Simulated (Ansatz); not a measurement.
BaTiO3 (R3m), computed twice by G0W0.

```xyz
5
Lattice="2.8274 1.6324 2.3184 -2.8274 1.6324 2.3184 0.0000 -3.2648 2.3184" Properties=species:S:1:pos:R:3 pbc="T T T"
Ba    0.0000    0.0000    0.0000
Ti    0.0000    0.0000    3.3698
O     0.0000    1.6033    2.3988
O    -1.3885   -0.8017    2.3988
O     1.3885   -0.8017    2.3988
```

The cell and positions come from the Crystallography Open Database and are kept as given unless a step says otherwise. Spin-orbit coupling is left out unless a run names it. PAW set soft_1, made with PBE.

The first (Ansatz 0.2.0; start LDA, 4×4×4 mesh, 508 empty bands, screening to 230 eV; 1 × NVIDIA H100 80GB HBM3 (shared by 6 runs) with 3 threads of AMD EPYC 7R13 (Zen 3), shared host) gave, on its mesh: starting gap 2.35 eV, G0W0 gap 4.14 eV, RPA ε∞ (mean) 5.69, 32 s.

The second gave: starting gap 2.35 eV, G0W0 gap 4.16 eV, RPA ε∞ (mean) 5.78, 20 s.

Question: What was changed in the input? Choose among start, files, mesh, bands and cutoff, frequency model or another key.

Changed: empty bands from 508 to 83 and screening cutoff (eV) from 230.0 to 69. The starting gap stayed, which rules out the functional and points to the GW step. Other changes could give like numbers; this is the one that was made.

Limits: not at the basis limit; no spin-orbit coupling; coarse k mesh.

[Paths, hosts, dates, memory and timing lines, banners, echoed tables and standing remarks are left out of the program output.]

[Logs are printed without paths, hosts, clocks, repeated set-up lines and the standing remarks that a program may print on its own settings, such as how far it seeks lower states.]

[Runs of the session that timed out or met a known fault of the program may be left out.]

[Cells called generated may have been cut or substituted from an entry of the Crystallography Open Database or the Materials Project.]

[Hosts, paths, dates, database ids (printed as entryN), source tags and the programs' standing remarks are cut or masked in the printed files.]
